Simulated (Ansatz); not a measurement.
**Bands, cutoff and cost in G0W0 for LaGaO3 (R-3c)**

Wanted: a G0W0 gap for LaGaO3 (R-3c) that is converged in bands and cutoff, or an estimate of the limit.

Calculated with Ansatz 0.2.0; G0W0 on LDA, plane waves, PAW.

**1. The structure**

The structure is trigonal, space group R-3c (No. 167). Conventional cell: a = 5.543 Å, b = 5.543 Å, c = 13.433 Å, α = 90.00°, β = 90.00°, γ = 120.00°. La has 12 O at 2.47 to 3.08 Å nearest. Nearest to Ga lie 6 O at 1.98 Å. O has 2 Ga at 1.98 Å and 4 La at 2.47 to 3.08 Å nearest. Farther neighbours and most contacts between anions are not listed.

The cell and positions come from the Crystallography Open Database and are kept as given unless a step says otherwise. Spin-orbit coupling is left out unless a step names it. The default PAW set here is soft_2. Its files were made with PBE.

**2. 107 empty bands, screening to 54 eV**

Now the one-shot GW correction: screening in the RPA, then the self-energy of the levels asked for.

Contents of input.yaml:

```yaml
crystal:
  lattice:
    - [2.77145, 1.6000974035, 4.4776]
    - [-2.77145, 1.6000974035, 4.4776]
    - [0.0, -3.2001948071, 4.4776]
  atoms:
    - { symbol: La, position: [0.25, 0.25, 0.25] }
    - { symbol: La, position: [0.75, 0.75, 0.75] }
    - { symbol: Ga, position: [0.0, 0.0, 0.0] }
    - { symbol: Ga, position: [0.5, 0.5, 0.5] }
    - { symbol: O, position: [0.8048, 0.6952, 0.25] }
    - { symbol: O, position: [0.25, 0.8048, 0.6952] }
    - { symbol: O, position: [0.6952, 0.25, 0.8048] }
    - { symbol: O, position: [0.1952, 0.3048, 0.75] }
    - { symbol: O, position: [0.75, 0.1952, 0.3048] }
    - { symbol: O, position: [0.3048, 0.75, 0.1952] }
kpoints:
  mp_grid: { grid: [4, 4, 4] }
hamiltonian:
  xc: lda
scf:
  occupations: { method: fixed }
gw:
  n_empty_bands: 107
  ecut_chi: 54
  qp_bands: [v3, c3]
  qp_kpoints: band_edges
  screening: { model: contour_deformation }
```

The run is started by

```console
$ ansatz run input.yaml --threads 3 --pin off --max-ram 92160MiB --backend cuda --events-out ev --progress --plain --runs-dir out --devices 1 --max-vram 13GiB
```

Numbers of over 12 decimals in the logs are rounded to 6 here.

Output:

```text
GPUs: using 1 of 1 available (devices: 1).
Engine: ansatz 0.2.0, x86_64-unknown-linux-gnu
Pseudopotentials: kind: paw
Pseudopotential: La, paw, valence charge 11, recommended cutoff 420 eV (normal), La.paw.azcp
Pseudopotential: Ga, paw, valence charge 13, recommended cutoff 420 eV (normal), Ga.paw.azcp
Pseudopotential: O, paw, valence charge 6, recommended cutoff 420 eV (normal), O.paw.azcp
Functional definition: SPW92
  exchange = slater_x
  correlation = pw_c
device memory: the entry about to start is reckoned to put 2.7 GiB on a device that reports 19.0 GiB free (of which the cap on the GPU budget leaves the run 13.0 GiB)
GPU FFT provider: cuFFT
GPU libraries: cuBLAS 13.8.2, cuFFT 12.4.0, cuSOLVER 12.3.4
Crystal: 10 atoms, lattice volume = 119.138 Å³
Basis set: ecut = 420 eV, 2319 PW (Γ)
Bands: 52, of which v1, the nominal top of the filled ones, is band 42 counted from 1 (41 counted from 0)
Symmetry: 12 space group operations
Space group: R-3c (ITA 167), of the structure as read, at distance tolerance 4.9e-5 Å
k-points: 13 of 64
Non-local potential: La, projectors of the file, l = 0: 3, l = 1: 2, l = 2: 2, l = 3: 3
Non-local potential: Ga, projectors of the file, l = 0: 2, l = 1: 2, l = 2: 3, l = 3: 1
Non-local potential: O, projectors of the file, l = 0: 2, l = 1: 2, l = 2: 1
PAW form: soft (Blöchl's): semilocal exchange-correlation on the pseudo side does not see the compensation charge
PAW frozen core: La, regenerated for the run's functional, and the local potential with it (the file was generated under x = pbe(κ = 0.804, μ = 0.219515), c = pbe(β = 0.066725))
PAW frozen core: Ga, regenerated for the run's functional, and the local potential with it (the file was generated under x = pbe(κ = 0.804, μ = 0.219515), c = pbe(β = 0.066725))
PAW frozen core: O, regenerated for the run's functional, and the local potential with it (the file was generated under x = pbe(κ = 0.804, μ = 0.219515), c = pbe(β = 0.066725))
PAW one-centre angular grid: La, 590 points (default); XC on 64 Gauss nodes
PAW one-centre angular grid: Ga, 590 points (default); XC on 64 Gauss nodes
PAW one-centre angular grid: O, 110 points (default); XC on 64 Gauss nodes
Initial density: superposition of atomic densities (neutral atoms: chi_scale 0, normalization atom), corrected by the library's trained network
Initial wavefunctions: pseudopotential atomic-orbital guess
GPU buffer pool allocated for 64000 grid points (all kernels)
GPU transforms: local potential and band sums: pruned to the plane-wave sphere, on 40×40×40
Functional: x = slater, c = lda
SCF iter   1: F=—  HF=-22910.689748 eV  |F-HF|=—  |Δ(HF+E_count)|=         —  Δρ=1.97e-2  dr2=4.17e-1  ethr=1.77e-3  ⟨swp⟩=3.4  Hψ=2412  notcnv=0  defer=30
preconditioner: auto → Resta (q_TF=auto, 2.574 Å⁻¹)  ε∞=6.0  [insulator: Δε(μ)=3.323 eV  Ē_g=13.978 eV  n_scr=26 (ndim 8)  ℏωp=31.2 eV  f_vac=0.000  ε∞_Penn≈6.0]
SCF iter   2: F=—  HF=-22910.589728 eV  |F-HF|=—  |Δ(HF+E_count)|=   1.00e-1  Δρ=5.24e-3  dr2=1.12e-2  ethr=4.96e-4  ⟨swp⟩=2.9  Hψ=1398  notcnv=0  defer=80
SCF iter   3: F=—  HF=-22910.586905 eV  |F-HF|=—  |Δ(HF+E_count)|=   2.82e-3  Δρ=2.31e-3  dr2=3.16e-3  ethr=1.33e-5  ⟨swp⟩=2.9  Hψ=1263  notcnv=0  defer=100
SCF iter   4: F=—  HF=-22910.586265 eV  |F-HF|=—  |Δ(HF+E_count)|=   6.40e-4  Δρ=6.61e-4  dr2=2.10e-4  ethr=3.76e-6  ⟨swp⟩=2.4  Hψ=1056  notcnv=0  defer=103
SCF iter   5: F=—  HF=-22910.586071 eV  |F-HF|=—  |Δ(HF+E_count)|=   1.94e-4  Δρ=1.32e-4  dr2=1.30e-5  ethr=2.50e-7  ⟨swp⟩=2.2  Hψ=1088  notcnv=0  defer=40
SCF iter   6: F=—  HF=-22910.586073 eV  |F-HF|=—  |Δ(HF+E_count)|=   1.22e-6  Δρ=2.42e-5  dr2=5.51e-7  ethr=1.55e-8  ⟨swp⟩=3.0  Hψ=1306  notcnv=0  defer=24
SCF iter   7: F=-22910.586073 eV  HF=-22910.586073 eV  |F-HF|=1.86e-9  |Δ(HF+E_count)|=   4.36e-9  Δρ=5.05e-6  dr2=2.29e-8  ethr=1.19e-10  ⟨swp⟩=9.3  Hψ=2728  notcnv=0
SCF 1 converged in 7 iterations: F = -22910.586073 eV  dr2 = 2.29e-8
  greatest PAW one-centre occupation: 0.998 electrons in one spin orbital (limit 2), on the Ga atom at site 2 (counted from 0), in its partial waves of l = 2
device memory: the entry about to start is reckoned to put 3.5 GiB on a device that reports 20.7 GiB free (of which the cap on the GPU budget leaves the run 13.0 GiB)
NSCF: frozen V_eff on 13 k-points
the band table was solved once the SCF had ended and its energy, with any forces and stress, was formed, with the checks that follow a solve (2586 applications of the Hamiltonian). They found nothing against the state; the energy, forces and stress were not computed again (output.eigenvalues in the input reference)
device memory: the entry about to start is reckoned to put 3.9 GiB on a device that reports 20.8 GiB free (of which the cap on the GPU budget leaves the run 13.0 GiB)
NSCF: frozen V_eff on 13 k-points
G₀W₀ screening: q 1/13
[... further progress lines ...]
device memory: the entry about to start is reckoned to put 0.8 GiB on a device that reports 29.8 GiB free (of which the cap on the GPU budget leaves the run 13.0 GiB)
NSCF: frozen V_eff on 1 k-points
device memory: the entry about to start is reckoned to put 0.8 GiB on a device that reports 29.8 GiB free (of which the cap on the GPU budget leaves the run 13.0 GiB)
NSCF: frozen V_eff on 1 k-points
[...]
`?` marks the rows in doubt; gw_qp.tsv's column doubts and the gw_qp event give each row's grounds
    ik  band        ε_KS         Σx   Σc(E_QP)       V_xc       Z   E_QP_lin       E_QP  E_QP is
     0    40     10.5416   -27.9692     4.7113   -23.0905  0.7735    10.3738    10.3741  root
     0    41     10.5416   -27.9692     4.7113   -23.0905  0.7735    10.3738    10.3741  root
     0    42     10.5860   -26.0974     4.9010   -21.2047  0.7654    10.5943    10.5943  root
     0    43     14.2341   -13.9857    -3.3881   -19.1016  0.8254    15.9833    15.9620  root
     0    44     14.8577   -12.1402    -5.4901   -20.2660  0.7934    17.6207    17.4934  root ?
     0    45     14.8577   -12.1402    -5.4901   -20.2660  0.7934    17.6207    17.4934  root ?
     1    40     10.3941   -26.6831     4.8261   -21.7867  0.7675    10.3237    10.3238  root
     1    41     10.5335   -26.0946     4.8474   -21.2011  0.7671    10.4873    10.4874  root
     1    42     10.5589   -26.1653     4.8948   -21.2528  0.7659    10.5411    10.5411  root
     1    43     15.0141   -15.2937    -5.5550   -23.8406  0.7872    18.1839    18.0060  root ?
     1    44     15.0286   -15.0458    -6.9669   -25.4515  0.7679    18.8197    18.4673  root ?
     1    45     15.0349   -16.0644    -6.9342   -26.5179  0.7671    18.9307    18.5541  root ?
     2    40     10.3228   -26.4167     4.8681   -21.4915  0.7658    10.2657    10.2657  root
     2    41     10.5838   -26.2009     4.8769   -21.2757  0.7670    10.5354    10.5355  root
     2    42     10.5838   -26.2009     4.8769   -21.2757  0.7670    10.5354    10.5355  root
     2    43     15.1202   -18.8537    -9.0731   -32.1204  0.7374    20.1358    19.3139  root ?
     2    44     15.1202   -18.8537    -9.0731   -32.1204  0.7374    20.1358    19.3139  root ?
     2    45     15.1662   -19.0789    -9.2805   -32.5618  0.7340    20.2449    19.3686  root ?
     3    40     10.2501   -25.7919     4.9084   -20.8444  0.7634    10.2111    10.2111  root
     3    41     10.4478   -27.5278     4.7599   -22.6412  0.7708    10.3210    10.3213  root
     3    42     10.5936   -26.8611     4.8194   -21.9554  0.7685    10.5072    10.5073  root
     3    43     15.0326   -15.9844    -7.4692   -27.1106  0.7614    19.1484    18.6896  root ?
     3    44     15.1178   -16.9339    -7.8456   -28.6188  0.7541    19.4857    18.9569  root ?
     3    45     15.1563   -19.7352    -9.7066   -33.7416  0.7292    20.4461    19.4561  root ?
     4    40     10.0771   -25.9505     4.9005   -20.9617  0.7639     9.9888     9.9889  root
     4    41     10.2197   -26.0779     4.8792   -21.0998  0.7652    10.1206    10.1208  root
     4    42     10.6872   -26.6116     4.8685   -21.6798  0.7678    10.6239    10.6239  root
     4    43     15.1200   -19.3919    -9.4346   -33.0960  0.7328    20.3081    19.3895  root ?
     4    44     15.1391   -19.2819    -9.3933   -32.9175  0.7329    20.2874    19.3814  root ?
     4    45     15.1613   -19.6331    -9.5831   -33.5000  0.7304    20.4068    19.4450  root ?
     5    40     10.1884   -25.7390     4.9018   -20.7466  0.7632    10.0978    10.0979  root
     5    41     10.2261   -25.9397     4.8522   -21.0075  0.7639    10.1460    10.1461  root
     5    42     10.6995   -26.4532     4.8844   -21.5371  0.7675    10.6679    10.6679  root
     5    43     15.1128   -18.8228    -9.0213   -32.0303  0.7379    20.1104    19.2990  root ?
     5    44     15.1211   -18.0954    -8.6247   -30.7848  0.7431    19.8920    19.1858  root ?
     5    45     15.1768   -19.8230    -9.7154   -33.8387  0.7285    20.4744    19.4772  root ?
     6    40      9.9414   -25.3358     4.9266   -20.2959  0.7623     9.8279     9.8282  root
     6    41     10.4774   -28.4319     4.7001   -23.5472  0.7744    10.2925    10.2928  root
     6    42     10.7352   -26.1414     4.8937   -21.1962  0.7662    10.6837    10.6837  root
     6    43     15.1096   -19.5508    -9.6131   -33.4660  0.7310    20.3724    19.4117  root ?
     6    44     15.1208   -19.5600    -9.5749   -33.4331  0.7313    20.3741    19.4190  root ?
     6    45     15.1365   -19.4964    -9.5600   -33.3371  0.7312    20.3679    19.4172  root ?
     7    40     10.1525   -25.7886     4.9517   -20.8097  0.7610    10.1252    10.1252  root
     7    41     10.3699   -25.9808     4.8751   -21.0767  0.7656    10.3409    10.3409  root
[...]
7    43     15.0628   -15.3607    -7.1384   -25.9975  0.7649    18.9485    18.5612  root ?
     7    44     15.0628   -15.3607    -7.1384   -25.9975  0.7649    18.9485    18.5612  root ?
     7    45     15.1409   -17.0227    -6.4613   -26.9165  0.7702    18.9070    18.5735  root ?
[...]
8    43     15.1326   -18.3161    -8.7081   -31.1116  0.7418    19.9480    19.2201  root ?
[...]
10    41     10.1350   -26.7624     4.8312   -21.8139  0.7667    10.0175    10.0177  root
    10    42     10.5043   -26.4055     4.8324   -21.5064  0.7670    10.4375    10.4376  root
[...]
10    44     15.1435   -19.2373    -9.3427   -32.8139  0.7336    20.2720    19.3775  root ?
    10    45     15.1782   -19.5080    -9.5411   -33.3065  0.7306    20.3853    19.4357  root ?
    11    40     10.0626   -26.4010     4.8133   -21.4731  0.7665     9.9478     9.9480  root
    11    41     10.3079   -25.8617     4.8828   -20.8891  0.7644    10.2180    10.2182  root
    11    42     10.3079   -25.8617     4.8828   -20.8891  0.7644    10.2180    10.2182  root
    11    43     15.1370   -19.6024    -9.5479   -33.4332  0.7308    20.3719    19.4198  root ?
    11    44     15.1370   -19.6024    -9.5479   -33.4332  0.7308    20.3719    19.4198  root ?
    11    45     15.2193   -19.8167    -9.6487   -33.7399  0.7285    20.4812    19.4938  root ?
    12    40     10.2059   -25.9879     4.8437   -21.0588  0.7656    10.1205    10.1206  root
    12    41     10.2059   -25.9879     4.8437   -21.0588  0.7656    10.1205    10.1206  root
    12    42     10.2059   -25.9879     4.8437   -21.0588  0.7656    10.1205    10.1206  root
    12    43     15.2007   -19.6078    -9.5349   -33.3989  0.7307    20.4109    19.4569  root ?
    12    44     15.2007   -19.6078    -9.5349   -33.3989  0.7307    20.4109    19.4569  root ?
    12    45     15.2174   -19.0624    -9.2382   -32.4681  0.7333    20.2539    19.3849  root ?
[key lines of the parts left out:]
SCF converged after 7 iterations
Free energy (F): -22910.586073 eV
Fermi energy:    10.735193 eV
```

Run time: 23 s. Hardware: 1 × NVIDIA H100 80GB HBM3 (shared by 6 runs) with 3 threads of AMD EPYC 7R13 (Zen 3), shared host; peak memory 1.2 GiB.

This step gave:

```
bands summed                                 : 149
RPA ε∞ on this mesh (eigenvalues)            : 4.940, 5.136, 5.136
plane waves in the screening matrix          : 113
q-points in the mesh                         : 64
G0W0 gap on the mesh                         : 5.278 eV
k of the valence top                         : 0, -0.5, -0.5
k of the conduction bottom                   : 0, 0, 0
starting gap on the mesh                     : 3.499 eV
Z at the valence top                         : 0.7662
Z at the conduction bottom                   : 0.8254
least direct G0W0 gap on the computed points : 5.368 eV
```

The gap on the mesh goes from 3.50 eV to 5.28 eV, a correction of +1.78 eV. Between the two edge states, bare exchange in place of the xc potential would open the gap by 10.06 eV, and correlation takes back 8.28 eV.

**3. 303 empty bands, screening to 108 eV**

Another rung: the empty bands reach about as high as the screening cutoff, so the two stay in balance.

Edit input.yaml of step 2 so:

```diff
@@ -23,4 +23,4 @@
 gw:
-  n_empty_bands: 107
-  ecut_chi: 54
+  n_empty_bands: 303
+  ecut_chi: 108
   qp_bands: [v3, c3]
```

Output:

```text
GPUs: using 1 of 1 available (devices: 1).
[...]
GPU FFT provider: cuFFT
GPU libraries: cuBLAS 13.8.2, cuFFT 12.4.0, cuSOLVER 12.3.4
Crystal: 10 atoms, lattice volume = 119.138 Å³
Basis set: ecut = 420 eV, 2319 PW (Γ)
Bands: 52, of which v1, the nominal top of the filled ones, is band 42 counted from 1 (41 counted from 0)
Symmetry: 12 space group operations
[...]
k-points: 13 of 64
[...]
GPU buffer pool allocated for 64000 grid points (all kernels)
[...]
SCF iter   1: F=—  HF=-22910.689748 eV  |F-HF|=—  |Δ(HF+E_count)|=         —  Δρ=1.97e-2  dr2=4.17e-1  ethr=1.77e-3  ⟨swp⟩=3.4  Hψ=2412  notcnv=0  defer=30
[...]
SCF iter   7: F=-22910.586073 eV  HF=-22910.586073 eV  |F-HF|=1.86e-9  |Δ(HF+E_count)|=   4.36e-9  Δρ=5.05e-6  dr2=2.29e-8  ethr=1.19e-10  ⟨swp⟩=9.3  Hψ=2728  notcnv=0
SCF 1 converged in 7 iterations: F = -22910.586073 eV  dr2 = 2.29e-8
[...]
NSCF: frozen V_eff on 13 k-points
[...]
G₀W₀ screening: q 1/13
[... further progress lines ...]
[...]
SCF converged after 7 iterations
Free energy (F): -22910.586073 eV
[...]
Internal energy: -22910.586073 eV  (E = F + TS)
E sigma→0 (E₀):  -22910.586073 eV
Fermi energy:    10.735193 eV
[...]
--- Band table (eV; the first three rows and the last of 13) ---
  k-point 0: bands = [... 38 lower, 10.4501, 10.5416, 10.5416, 10.5860, 14.2341, 14.8577, 14.8577, 15.2061, ... 6 higher]
  k-point 1: bands = [... 38 lower, 10.3112, 10.3941, 10.5335, 10.5589, 15.0141, 15.0286, 15.0349, 15.1769, ... 6 higher]
[...]
0    44     14.8577   -12.1402    -5.9072   -20.2660  0.7890    17.1608    17.0763  root
     0    45     14.8577   -12.1402    -5.9072   -20.2660  0.7890    17.1608    17.0763  root
     1    40     10.3941   -26.6831     4.5402   -21.7867  0.7612    10.0365    10.0379  root
     1    41     10.5335   -26.0946     4.5431   -21.2011  0.7605    10.1816    10.1831  root
[...]
1    43     15.0141   -15.2937    -6.0001   -23.8406  0.7810    17.6798    17.5608  root ?
     1    44     15.0286   -15.0458    -7.3900   -25.4515  0.7624    18.2902    18.0444  root ?
     1    45     15.0349   -16.0644    -7.3593   -26.5179  0.7610    18.3894    18.1291  root ?
[...]
2    43     15.1202   -18.8537    -9.4838   -32.1204  0.7305    19.5166    18.9032  root ?
     2    44     15.1202   -18.8537    -9.4838   -32.1204  0.7305    19.5166    18.9032  root ?
     2    45     15.1662   -19.0789    -9.6759   -32.5618  0.7270    19.6260    18.9732  root ?
[...]
3    43     15.0326   -15.9844    -7.8900   -27.1106  0.7555    18.5924    18.2688  root ?
     3    44     15.1178   -16.9339    -8.2892   -28.6188  0.7478    18.9131    18.5134  root ?
[...]
11    42     10.3079   -25.8617     4.5975   -20.8891  0.7581     9.9311     9.9328  root
[...]
11    45     15.2193   -19.8167   -10.0295   -33.7399  0.7212    19.8453    19.1130  root ?
    12    40     10.2059   -25.9879     4.5482   -21.0588  0.7595     9.8232     9.8250  root
    12    41     10.2059   -25.9879     4.5482   -21.0588  0.7595     9.8232     9.8250  root
    12    42     10.2059   -25.9879     4.5482   -21.0588  0.7595     9.8232     9.8250  root
    12    43     15.2007   -19.6078    -9.9213   -33.3989  0.7234    19.7762    19.0706  root ?
    12    44     15.2007   -19.6078    -9.9213   -33.3989  0.7234    19.7762    19.0706  root ?
    12    45     15.2174   -19.0624    -9.6327   -32.4681  0.7263    19.6372    18.9904  root ?
```

Elapsed: 40 s, on 1 × NVIDIA H100 80GB HBM3 (shared by 6 runs) with 3 threads; peak memory 1.5 GiB.

Numbers from this step:

* bands summed: 345
* RPA ε∞ on this mesh (eigenvalues): 4.917, 5.095, 5.095
* plane waves in the screening matrix: 313
* q-points in the mesh: 64
* G0W0 gap on the mesh: 5.189 eV
* k of the valence top: 0, -0.5, -0.5
* k of the conduction bottom: 0, 0, 0
* starting gap on the mesh: 3.499 eV
* Z at the valence top: 0.7594
* Z at the conduction bottom: 0.8188
* least direct G0W0 gap on the computed points: 5.300 eV

Against the run with 4×4×4 mesh, 107 empty bands, screening to 54 eV, the gap moves by −0.09 eV.

**4. 653 empty bands, screening to 180 eV**

Edit input.yaml of step 3 so:

```diff
@@ -23,4 +23,4 @@
 gw:
-  n_empty_bands: 303
-  ecut_chi: 108
+  n_empty_bands: 653
+  ecut_chi: 180.0
   qp_bands: [v3, c3]
```

Output:

```text
GPUs: using 1 of 1 available (devices: 1).
[...]
GPU FFT provider: cuFFT
GPU libraries: cuBLAS 13.8.2, cuFFT 12.4.0, cuSOLVER 12.3.4
Crystal: 10 atoms, lattice volume = 119.138 Å³
Basis set: ecut = 420 eV, 2319 PW (Γ)
Bands: 52, of which v1, the nominal top of the filled ones, is band 42 counted from 1 (41 counted from 0)
Symmetry: 12 space group operations
[...]
k-points: 13 of 64
[...]
12    41     10.2059   -25.9879     4.2974   -21.0588  0.7556     9.5692     9.5742  root
    12    42     10.2059   -25.9879     4.2974   -21.0588  0.7556     9.5692     9.5742  root
    12    43     15.2007   -19.6078   -10.0843   -33.3989  0.7196    19.5550    18.9076  root ?
    12    44     15.2007   -19.6078   -10.0843   -33.3989  0.7196    19.5550    18.9076  root ?
    12    45     15.2174   -19.0624    -9.8173   -32.4681  0.7225    19.4197    18.8058  root ?
[key lines of the parts left out:]
SCF converged after 7 iterations
Free energy (F): -22910.586073 eV
Fermi energy:    10.735193 eV
```

Elapsed: 92 s, on 1 × NVIDIA H100 80GB HBM3 (shared by 6 runs) with 3 threads; peak memory 2.4 GiB; 2.5 min of CPU time.

Numbers from this step:

```yaml
bands_summed: 695
rpa_eps_infinity_on_this_mesh_eigenvalues: 4.889, 5.078, 5.078
plane_waves_in_the_screening_matrix: 645
g0w0_gap_on_the_mesh: 5.206 eV
k_of_the_valence_top: 0, -0.5, -0.5
k_of_the_conduction_bottom: 0, 0, 0
starting_gap_on_the_mesh: 3.499 eV
least_direct_g0w0_gap_on_the_computed_points: 5.327 eV
```

Against the run with 4×4×4 mesh, 303 empty bands, screening to 108 eV, the gap moves by +0.018 eV.

(Part 1 of 2 ends here.)

[Paths, hosts, dates, memory and timing lines, banners, echoed tables and standing remarks are left out of the program output.]

[Logs are printed without paths, hosts, clocks, repeated set-up lines and the standing remarks that a program may print on its own settings, such as how far it seeks lower states.]

[Runs of the session that timed out or met a known fault of the program may be left out.]

[Cells called generated may have been cut or substituted from an entry of the Crystallography Open Database or the Materials Project.]

[Hosts, paths, dates, database ids (printed as entryN), source tags and the programs' standing remarks are cut or masked in the printed files.]
